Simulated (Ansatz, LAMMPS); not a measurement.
**Electronic structure of glassy 68SiO2-14MgO-11ZnO-7BaO (mol %) (75 atoms)**

What does DFT give for glassy 68SiO2-14MgO-11ZnO-7BaO (mol %) (75 atoms) as built?

Calculated with Ansatz 0.2.0; Kohn-Sham DFT, LDA, PAW (set soft_2), plane waves.

### 1. Set-up

The cell holds 75 atoms: 19 Si, 4 Mg, 3 Zn, 2 Ba and 47 O. Its edges and angles: a = 10.108 Å, b = 10.108 Å, c = 10.108 Å, α = 90.0°, β = 90.0°, γ = 90.0°. 75 atoms (19 Si, 4 Mg, 3 Zn, 2 Ba, 47 O) placed at random at 2.98 g/cm³, melted at 4000 K for 10 ps at fixed volume with the Morse and Coulomb pair potential with partial charges (Pedone, Malavasi, Menziani, Cormack and Segre, J. Phys. Chem. B 110, 11780 (2006)). Quenched from 4000 K to 300 K at 25 K/ps and fixed volume, held 5 ps, then minimised at fixed cell.

What the set-up can't give: The quench rate of 25 K/ps far exceeds what a furnace or splat quench reaches, so expect more defects and frozen-in strain than in a real sample. The network of bonds at the start is that of the classical potential that made the cell, and needn't be the one that DFT or experiment would give. Only the Γ point is sampled, in a cell whose shortest periodic width is 10 Å. The levels lack spin–orbit coupling, which is large for the heavy elements here.

### 2. How the cell was made

A classical potential supplies the starting structure, since it reaches far longer times than DFT.

This step: classical MD, Morse and Coulomb pair potential with partial charges (Pedone, Malavasi, Menziani, Cormack and Segre, J. Phys. Chem. B 110, 11780 (2006)) (LAMMPS 22 Jul 2025 - Update 4).

Contents of in.lmp:

```
# melt-quench of Si19Mg4Zn3Ba2O47
units metal
atom_style charge
boundary p p p
region box block 0 10.1084 0 10.1084 0 10.1084
create_box 5 box
mass 1 28.0850   # Si
mass 2 24.3050   # Mg
mass 3 65.3800   # Zn
mass 4 137.3270   # Ba
mass 5 15.9990   # O
create_atoms 1 random 19 432044 NULL overlap 1.5 maxtry 2000
create_atoms 2 random 4 432051 NULL overlap 1.5 maxtry 2000
create_atoms 3 random 3 432058 NULL overlap 1.5 maxtry 2000
create_atoms 4 random 2 432065 NULL overlap 1.5 maxtry 2000
create_atoms 5 random 47 432072 NULL overlap 1.5 maxtry 2000
pair_style hybrid/overlay pedone 5.5 coul/long 8.0
pair_coeff * * coul/long
pair_coeff 1 5 pedone 0.340554 2.006700 2.100000 1   # Si-O
pair_coeff 2 5 pedone 0.038908 2.281000 2.586153 5   # Mg-O
pair_coeff 3 5 pedone 0.001221 3.150679 2.851850 1   # Zn-O
pair_coeff 4 5 pedone 0.065011 1.547596 3.393410 5   # Ba-O
pair_coeff 5 5 pedone 0.042395 1.379316 3.618701 22   # O-O
set type 1 charge 2.4
set type 2 charge 1.2
set type 3 charge 1.2
set type 4 charge 1.2
set type 5 charge -1.2
kspace_style pppm 1.0e-4
neigh_modify delay 0 every 1 check yes
thermo_style custom step time temp pe press density
thermo_modify norm yes
timestep 0.002
thermo 100
# [... 18 lines left out ...]
thermo 1250
fix md all nvt temp 300 300 0.2
run 2500 post no
unfix md
thermo 100
min_style cg
minimize 0 1e-3 2000 20000
write_dump all custom glass.dump id type xs ys zs modify sort id
```

Run with:

```console
lmp -in in.lmp -log none -nocite
```

The program printed:

```text
LAMMPS (22 Jul 2025 - Update 4)
Created orthogonal box = (0 0 0) to (10.1084 10.1084 10.1084)
Created 19 atoms
Created 4 atoms
Created 3 atoms
Created 2 atoms
Created 47 atoms
PPPM initialization ...
  G vector (1/distance) = 0.38925777
  grid = 12 12 12
  estimated relative force accuracy = 4.192742e-05
   Step          Time           Temp          PotEng         Press         Density
         0   0              0             -1.1226083      696802.24      2.9799818
        88   0.176          0             -15.191325     -20078.406      2.9799818
Loop time of 0.0440458 s on 1 MPI rank(s) for 88 steps with 75 atoms
Minimization stats:
  Stopping criterion = energy tolerance
  Energy initial, next-to-last, final =
     -1.12260830478612  -15.1898446745125  -15.1913247292991
  Force two-norm initial, final = 280.11719 1.9341732
  Iterations, force evaluations = 88 118
   Step          Time           Temp          PotEng         Press         Density
         0   0              4000          -15.191325      19488.145      2.9799818
       500   1              2279.47       -14.97797       61661.741      2.9799818
      1000   2              2113.4656     -15.028689     -10615.246      2.9799818
Loop time of 0.309069 s on 1 MPI rank(s) for 1000 steps with 75 atoms
[... 3 lines left out ...]
      2499   4.998          3822.293      -14.627531      8705.306       2.9799818
      3332   6.664          3509.4237     -14.731231      11092.032      2.9799818
      4165   8.33           3687.2728     -14.513707      20972.064      2.9799818
      4998   9.996          4104.1434     -14.666668      73098.549      2.9799818
      5831   11.662         3818.2252     -14.655242      32655.454      2.9799818
[... 1 line left out ...]
Loop time of 1.59658 s on 1 MPI rank(s) for 5000 steps with 75 atoms
   Step          Time           Temp          PotEng         Press         Density
[... 12 lines left out ...]
Loop time of 22.6963 s on 1 MPI rank(s) for 74000 steps with 75 atoms
   Step          Time           Temp          PotEng         Press         Density
[... 1 line left out ...]
     81250   162.5          309.75517     -15.347019      4321.0134      2.9799818
     82500   165            301.37373     -15.350626     -10973.39       2.9799818
Loop time of 0.704758 s on 1 MPI rank(s) for 2500 steps with 75 atoms
   Step          Time           Temp          PotEng         Press         Density
     82500   165            301.37373     -15.350626     -10973.39       2.9799818
     82515   165.03         301.37373     -15.386557     -12913.667      2.9799818
Loop time of 0.0218268 s on 1 MPI rank(s) for 15 steps with 75 atoms
Minimization stats:
  Stopping criterion = linesearch alpha is zero
  Energy initial, next-to-last, final =
     -15.3506257608417   -15.386557415555   -15.386557415555
  Force two-norm initial, final = 10.913556 0.45299233
  Iterations, force evaluations = 15 63
```

It took 25 s on 1 thread of Arm Neoverse V2, shared host; peak memory 0.077 GiB.

### 3. Plane-wave single point

The electrons are solved once, with the atoms held.

Contents of input.yaml:

```yaml
crystal:
  lattice:
    - [10.1084, 0.0, 0.0]
    - [0.0, 10.1084, 0.0]
    - [0.0, 0.0, 10.1084]
  atoms:
    - { symbol: Si, position: [0.10456, 0.02386, 0.96808] }
    - { symbol: Si, position: [0.44365, 0.21731, 0.59444] }
    - { symbol: Si, position: [0.36736, 0.51189, 0.49755] }
    - { symbol: Si, position: [0.15202, 0.17198, 0.69274] }
    - { symbol: Si, position: [0.10152, 0.75523, 0.0931] }
    - { symbol: Si, position: [0.92919, 0.63472, 0.87292] }
    - { symbol: Si, position: [0.78195, 0.29002, 0.07305] }
    - { symbol: Si, position: [0.16217, 0.4862, 0.72181] }
    - { symbol: Si, position: [0.95206, 0.15653, 0.45629] }
    - { symbol: Si, position: [0.7539, 0.8675, 0.76465] }
    - { symbol: Si, position: [0.39827, 0.44586, 0.92365] }
    - { symbol: Si, position: [0.77342, 0.3879, 0.53317] }
    - { symbol: Si, position: [0.42383, 0.98436, 0.41103] }
    - { symbol: Si, position: [0.36448, 0.60798, 0.19333] }
    - { symbol: Si, position: [0.55454, 0.85069, 0.16641] }
    - { symbol: Si, position: [0.04773, 0.35943, 0.22471] }
    - { symbol: Si, position: [0.69756, 0.42834, 0.83483] }
    - { symbol: Si, position: [0.56764, 0.74839, 0.55944] }
    - { symbol: Si, position: [0.30169, 0.22493, 0.09374] }
    - { symbol: Mg, position: [0.09418, 0.90183, 0.36954] }
    - { symbol: Mg, position: [0.61766, 0.06086, 0.00589] }
    - { symbol: Mg, position: [0.86047, 0.98333, 0.17718] }
    - { symbol: Mg, position: [0.58085, 0.28192, 0.27397] }
    - { symbol: Zn, position: [0.04703, 0.58438, 0.4574] }
    - { symbol: Zn, position: [0.73822, 0.12815, 0.70544] }
    - { symbol: Zn, position: [0.85004, 0.85836, 0.47471] }
    - { symbol: Ba, position: [0.79074, 0.60899, 0.24524] }
    - { symbol: Ba, position: [0.36937, 0.88642, 0.80341] }
    - { symbol: O, position: [0.00535, 0.65509, 0.0127] }
    - { symbol: O, position: [0.86541, 0.77252, 0.82286] }
    - { symbol: O, position: [0.49182, 0.91297, 0.0362] }
    - { symbol: O, position: [0.12883, 0.32975, 0.72071] }
    - { symbol: O, position: [0.73094, 0.15437, 0.13799] }
    - { symbol: O, position: [0.72052, 0.4185, 0.67944] }
    - { symbol: O, position: [0.55941, 0.19423, 0.69181] }
    - { symbol: O, position: [0.21555, 0.52941, 0.57121] }
    - { symbol: O, position: [0.23508, 0.69709, 0.15608] }
    - { symbol: O, position: [0.66841, 0.38322, 0.41953] }
    - { symbol: O, position: [0.18491, 0.31516, 0.15881] }
    - { symbol: O, position: [0.68802, 0.74531, 0.46287] }
    - { symbol: O, position: [0.96803, 0.05427, 0.02573] }
    - { symbol: O, position: [0.5451, 0.45673, 0.86689] }
    - { symbol: O, position: [0.62795, 0.77515, 0.70904] }
    - { symbol: O, position: [0.47086, 0.87736, 0.5326] }
    - { symbol: O, position: [0.67758, 0.39413, 0.12948] }
    - { symbol: O, position: [0.83233, 0.22944, 0.54009] }
    - { symbol: O, position: [0.89309, 0.48068, 0.50675] }
    - { symbol: O, position: [0.46718, 0.12804, 0.46464] }
    - { symbol: O, position: [0.49203, 0.70558, 0.19661] }
    - { symbol: O, position: [0.91305, 0.02459, 0.38061] }
    - { symbol: O, position: [0.7515, 0.29258, 0.91181] }
    - { symbol: O, position: [0.30749, 0.15609, 0.66041] }
    - { symbol: O, position: [0.38333, 0.51794, 0.06425] }
    - { symbol: O, position: [0.92574, 0.33954, 0.11879] }
    - { symbol: O, position: [0.14041, 0.86477, 0.97458] }
    - { symbol: O, position: [0.05152, 0.50447, 0.27851] }
    - { symbol: O, position: [0.51175, 0.93889, 0.29026] }
    - { symbol: O, position: [0.22382, 0.09445, 0.04795] }
    - { symbol: O, position: [0.27311, 0.96684, 0.38637] }
    - { symbol: O, position: [0.4678, 0.62335, 0.55241] }
    - { symbol: O, position: [0.40552, 0.36666, 0.54898] }
    - { symbol: O, position: [0.29041, 0.50612, 0.81829] }
    - { symbol: O, position: [0.06488, 0.13382, 0.56668] }
    - { symbol: O, position: [0.00891, 0.25763, 0.34568] }
    - { symbol: O, position: [0.04105, 0.57097, 0.77588] }
    - { symbol: O, position: [0.01784, 0.76847, 0.48425] }
    - { symbol: O, position: [0.7102, 0.8518, 0.15075] }
    - { symbol: O, position: [0.80069, 0.9504, 0.63747] }
    - { symbol: O, position: [0.0209, 0.83547, 0.19778] }
    - { symbol: O, position: [0.80352, 0.53755, 0.88685] }
    - { symbol: O, position: [0.35605, 0.53695, 0.33933] }
    - { symbol: O, position: [0.12008, 0.07827, 0.81634] }
    - { symbol: O, position: [0.42612, 0.21329, 0.18126] }
    - { symbol: O, position: [0.3526, 0.29639, 0.95399] }
    - { symbol: O, position: [0.70053, 0.98498, 0.85136] }
kpoints:
  mp_grid: { grid: [1, 1, 1] }
hamiltonian:
  xc: lda
scf:
  occupations: { method: fermi_dirac, width: 0.025 }
output:
  forces: true
  stress: true
  populations: true
  dos:
    method: { smearing: { sigma: 0.08 } }
    de: 0.1
    projected: { site_lists: { Ba: [Ba], Mg: [Mg], O: [O], Si: [Si], Zn: [Zn] } }
  eigenvalues: true
  write_density: true
  write_potential: true
  volumetric_format: npy
```

Run with:

```console
ansatz run input.yaml --threads 8 --pin off --max-ram 15872MiB --backend cpu --events-out ev --progress --plain --runs-dir out
```

The program printed:

```text
Engine: ansatz 0.2.0, aarch64-unknown-linux-gnu
Pseudopotentials: kind: paw
Pseudopotential: Si, paw, valence charge 4, recommended cutoff 420 eV (normal), Si.paw.azcp
Pseudopotential: Mg, paw, valence charge 10, recommended cutoff 420 eV (normal), Mg.paw.azcp
Pseudopotential: Zn, paw, valence charge 12, recommended cutoff 420 eV (normal), Zn.paw.azcp
[...]
--- Band table (eV) ---
  k-point 0: bands = ["-69.6031", "-68.8519", "-68.8464", "-68.3991", [... 286 levels ...], "12.8053", "12.8522", "12.8821", "12.9871", "13.0200", "13.0778", "13.1219", "13.1822", "13.2073", "13.2503", "13.2726", "13.3067"]
--- Löwdin populations: 75 sites ---
  site symbol       q [e]
     0     Si      2.3514
     1     Si      2.3106
     2     Si      2.2633
[...]
74      O      7.0145
  spilling = 0.012566 (of n_electrons = 454.000000)
[key lines of the parts left out:]
SCF converged after 10 iterations
Free energy (F): -66645.782702 eV
Fermi energy:    5.322039 eV
P = ⅓ Tr σ = -3.5210 GPa (-35.210 kbar)
```

It took 6.9 s on 8 threads of Arm Neoverse V2, shared host; peak memory 1.2 GiB.

Numbers from this run:

- free energy: -66645.7827 eV
- free energy per atom: -888.6104 eV/atom
- SCF cycles: 10
- pressure: -3.521 GPa
- r.m.s. force component: 0.7695 eV/Å
- longest force: 2.712 eV/Å
- Fermi energy: 5.322 eV
- gap (highest filled to lowest empty level): 3.076 eV
- spilling of the projection: 0.01257

Length of the force by element:

| element | coordination | atoms | mean length of the force (eV/Å) | spread | least | most |
| --- | --- | --- | --- | --- | --- | --- |
| Ba | all | 2 | 0.811 | 0.0645 | 0.747 | 0.876 |
| Mg | all | 4 | 0.753 | 0.143 | 0.515 | 0.869 |
| O | all | 47 | 1.19 | 0.595 | 0.312 | 2.43 |
| Si | all | 19 | 1.40 | 0.512 | 0.358 | 2.71 |
| Zn | all | 3 | 1.20 | 0.169 | 1.08 | 1.44 |

Löwdin charges by element (they lack the spilled electrons, 0.076 e an atom on average):

| element | coordination | atoms | mean charge (e) | spread | least | most |
| --- | --- | --- | --- | --- | --- | --- |
| Ba | all | 2 | 1.83 | 0.0267 | 1.81 | 1.86 |
| Mg | all | 4 | 1.61 | 0.013 | 1.59 | 1.63 |
| O | all | 47 | -0.871 | 0.119 | -1.26 | -0.750 |
| Si | all | 19 | 1.69 | 0.0445 | 1.61 | 1.75 |
| Zn | all | 3 | 1.47 | 0.0174 | 1.45 | 1.49 |

Density of states as counts of states in windows of 1 eV (from the Fermi level), total and the larger projections:

| from (eV) | to (eV) | total | O p | Si p | Zn d |
| --- | --- | --- | --- | --- | --- |
| -14 | -13 | 6.0 | 0.1 | 0.0 | 0.0 |
| -13 | -12 | 7.1 | 1.5 | 0.1 | 0.0 |
| -12 | -11 | 7.1 | 4.1 | 0.4 | 0.0 |
| -11 | -10 | 9.5 | 6.4 | 0.8 | 0.0 |
| -10 | -9 | 14.0 | 10.1 | 1.8 | 0.1 |
| -9 | -8 | 19.5 | 14.6 | 3.6 | 0.3 |
| -8 | -7 | 23.3 | 14.3 | 2.6 | 5.2 |
| -7 | -6 | 40.5 | 21.9 | 2.4 | 13.5 |
| -6 | -5 | 55.6 | 42.7 | 2.9 | 6.5 |
| -5 | -4 | 49.0 | 43.3 | 1.5 | 1.9 |
| -4 | -3 | 46.2 | 42.9 | 0.9 | 0.9 |
| -3 | -2 | 35.3 | 32.5 | 0.7 | 1.0 |
| -2 | -1 | 11.0 | 10.2 | 0.1 | 0.3 |
| -1 | 1 | 0.0 | 0.0 | 0.0 | 0.0 |
| 1 | 2 | 2.0 | 0.1 | 0.0 | 0.0 |
| 2 | 3 | 4.5 | 0.5 | 0.3 | 0.0 |
| 3 | 4 | 11.5 | 0.8 | 1.3 | 0.0 |
| 4 | 5 | 19.3 | 1.4 | 3.7 | 0.0 |

The curve was stored every 0.10 eV, coarse against its broadening of 0.08 eV, so these counts are rough.

Between -26 and -14 eV lie 94 more states.

About 36 of the 454 electrons lie in deeper levels, below the stored range.

The levels nearest the highest filled one (over half full), pooled over k-points and spins:

| level less the highest filled one (eV) | occupation |
| --- | --- |
| -0.433 | 2 |
| -0.402 | 2 |
| -0.302 | 2 |
| -0.203 | 2 |
| -0.0523 | 2 |
| 0 | 2 |
| 3.08 | 0 |
| 4.08 | 0 |
| 4.29 | 0 |
| 4.62 | 0 |
| 4.66 | 0 |
| 4.88 | 0 |

Electrostatic potential energy in the ac plane at fractional y = 0.851, with atoms of Si and Zn and O within 0.2 Å of it. With pseudopotentials it is smooth inside the atoms' cores, unlike the true potential.

Ten even steps from '0' (-40 eV) to '9' (11 eV), each cell a mean:
```
9950028999999999999999999999
9984369987778999999999999999
9999999864346899999988899999
9999998741013689998754678999
9999998620002589998400157999
9999998741013689987300048999
9999998864346889977510268999
9999999887778899988866789999
9999999999999998899998899999
9999999999997678889999988999
9999999999982027789999755789
9999999999982027889997311379
8888999999997679999997200268
8766789999999999999998422478
8522689999999999999999866789
8522689999999999999999988999
8877889999999999999999999999
6688999999999876789999999998
0159999999998731157768999994
0158999999998500024104999994
5578899999998610033003999998
9877889999999753477557999999
9877789999999667899999999999
9962159999999778999999999999
```
Columns run along a (10.1 Å; values clipped at the 3rd and 97th percentile), rows up along c (10.1 Å). Atoms in or near the plane, at fractional coordinates: Si at (0.75, 0.76), Si at (0.55, 0.17), Zn at (0.85, 0.47), O at (0.14, 0.97), O at (0.71, 0.15), O at (0.02, 0.20).

Valence density in the ac plane at fractional y = 0.851, with atoms of Si and Zn and O within 0.2 Å of it. It is the smooth field of the valence electrons, not physical close to the nuclei.

Ten steps, logarithmic in the rise over the least value, from '0' (0 e/Å³) to '9' (22 e/Å³), each cell a mean:
```
0246752100001221000000000000
0135542101111100000000000000
0012211123332100000001111100
0000000134443200000111223210
0000000234334210011111233210
0000000134443210122210122100
0000000023332101233221111000
0000000001111001232222211000
0000000000011111111111211000
0000000000023432110001111000
1100000000135653110001233211
2210000000135653111111478522
2211000000023432111112599622
2222000000011110001111366421
1355200110000000000000122111
0254100000000111000000000000
1111000000001222100000000001
4421000000001222111111000013
6642000000001122123443100125
6642100000000110134665210125
4431100000001221135675210013
1221110000002332223453100001
0123321000012443211111000000
0145642000012342100000000000
```
Columns run along a (10.1 Å), rows up along c (10.1 Å). Atoms in or near the plane, at fractional coordinates: Si at (0.75, 0.76), Si at (0.55, 0.17), Zn at (0.85, 0.47), O at (0.14, 0.97), O at (0.71, 0.15), O at (0.02, 0.20).

Mean Löwdin charges: Ba +1.83, Mg +1.61, O -0.87, Si +1.69, Zn +1.47 e (they miss 1.3 % of the electrons, so they add up to more than the cell's charge).

### 4. Distances and neighbours

These statistics describe the geometry on which the runs were made.

Density 2.98 g/cm³, 13.77 Å³ an atom.

g(r), total and by pair (bins of 0.2 Å):

| r (Å) | total | O-O | O-Si | O-Mg | O-Zn | O-Ba | Si-Si |
| --- | --- | --- | --- | --- | --- | --- | --- |
| 1.50 | 1.25 | 0.00 | 3.94 | 0.00 | 0.00 | 0.00 | 0.00 |
| 1.70 | 3.00 | 0.00 | 9.41 | 0.00 | 0.00 | 0.00 | 0.00 |
| 1.90 | 0.50 | 0.00 | 0.00 | 4.01 | 4.64 | 0.00 | 0.00 |
| 2.10 | 0.37 | 0.00 | 0.00 | 2.57 | 4.04 | 0.00 | 0.00 |
| 2.30 | 0.09 | 0.00 | 0.00 | 1.32 | 0.00 | 0.00 | 0.00 |
| 2.50 | 0.83 | 2.05 | 0.00 | 0.37 | 0.00 | 0.00 | 0.00 |
| 2.70 | 1.79 | 4.08 | 0.00 | 0.59 | 0.41 | 2.33 | 0.00 |
| 2.90 | 0.40 | 0.57 | 0.00 | 0.26 | 0.33 | 1.57 | 0.78 |
| 3.10 | 1.01 | 0.77 | 0.38 | 0.47 | 0.00 | 2.25 | 5.33 |
| 3.30 | 0.87 | 0.88 | 0.54 | 0.40 | 1.06 | 1.65 | 0.87 |
| 3.50 | 0.83 | 0.82 | 0.67 | 1.08 | 0.69 | 0.69 | 0.00 |
| 3.70 | 1.04 | 0.79 | 1.37 | 1.44 | 1.49 | 0.64 | 0.00 |
| 3.90 | 1.04 | 0.54 | 2.02 | 0.42 | 1.52 | 0.88 | 0.16 |
| 4.10 | 1.24 | 0.68 | 2.08 | 1.96 | 0.69 | 0.00 | 0.94 |
| 4.30 | 1.15 | 0.73 | 1.53 | 1.17 | 1.70 | 0.93 | 1.46 |
| 4.50 | 1.06 | 0.86 | 0.93 | 1.94 | 1.43 | 1.92 | 1.36 |
| 4.70 | 0.98 | 1.09 | 0.73 | 0.98 | 1.20 | 1.79 | 1.03 |
| 4.90 | 1.08 | 1.36 | 0.91 | 0.82 | 0.61 | 1.46 | 0.76 |

The surroundings of Si9, which bears the longest force, nearest first, numbered as they follow in the input and with coordinates relative to it.

| atom | x | y | z | distance (Å) | Löwdin charge (e) | Fx | Fy | Fz (eV/Å) |
| --- | --- | --- | --- | --- | --- | --- | --- | --- |
| Si9 | 0.00 | 0.00 | 0.00 | 0.00 | 1.68 | 0.38 | 2.68 | -0.08 |
| O50 | -0.39 | -1.33 | -0.77 | 1.59 | -1.01 | 0.00 | -1.72 | -0.87 |
| O63 | 1.14 | -0.23 | 1.12 | 1.61 | -0.78 | 0.08 | -0.86 | 0.01 |
| O64 | 0.57 | 1.02 | -1.12 | 1.62 | -0.79 | -0.03 | -0.51 | 0.31 |
| O46 | -1.21 | 0.74 | 0.85 | 1.65 | -0.82 | -0.39 | -0.76 | 0.87 |
| Si12 | -1.81 | 2.34 | 0.78 | 3.06 | 1.63 | 0.85 | -0.46 | -0.70 |
| Mg20 | 1.44 | -2.57 | -0.88 | 3.08 | 1.61 | 0.84 | -0.21 | -0.09 |
| Si4 | 2.02 | 0.16 | 2.39 | 3.13 | 1.74 | 0.34 | 1.50 | -0.12 |
| O68 | -1.53 | -2.08 | 1.83 | 3.17 | -1.00 | 0.69 | 0.65 | -0.71 |
| Zn26 | -1.03 | -3.01 | 0.19 | 3.19 | 1.45 | -0.39 | -0.77 | 1.15 |
| Si16 | 0.97 | 2.05 | -2.34 | 3.26 | 1.68 | -0.58 | -1.48 | 0.18 |
| Zn25 | -2.16 | -0.29 | 2.52 | 3.33 | 1.49 | -0.74 | -0.24 | -0.75 |
| O47 | -0.60 | 3.28 | 0.51 | 3.37 | -0.99 | 1.32 | 1.29 | -0.46 |
| Mg22 | -0.93 | -1.75 | -2.82 | 3.45 | 1.59 | 0.42 | 0.22 | -0.72 |

### 5. Outcome

```
free energy per atom                             : -888.6104 eV/atom
pressure                                         : -3.521 GPa
r.m.s. force component                           : 0.7695 eV/Å
gap (highest filled to lowest empty level) : 3.076 eV
wall time of the 1 DFT run                       : 6.9 s
```

In words: Between filled and empty levels lie 3.08 eV (at Γ alone); a local or semilocal functional tends to put such gaps too low. In a disordered cell it changes from sample to sample, and tail or defect levels can set it.

What to keep in mind: The geometry was minimised with a classical potential after classical dynamics and isn't relaxed at this level: its force components are 0.77 eV/Å r.m.s. The pressure of -3.5 GPa belongs to a cell and atoms that aren't relaxed at this level.

[Logs are printed without paths, hosts, clocks, repeated set-up lines and the standing remarks that a program may print on its own settings, such as how far it seeks lower states.]

[Hosts, paths, dates, database ids (printed as entryN), source tags and the programs' standing remarks are cut or masked in the printed files.]
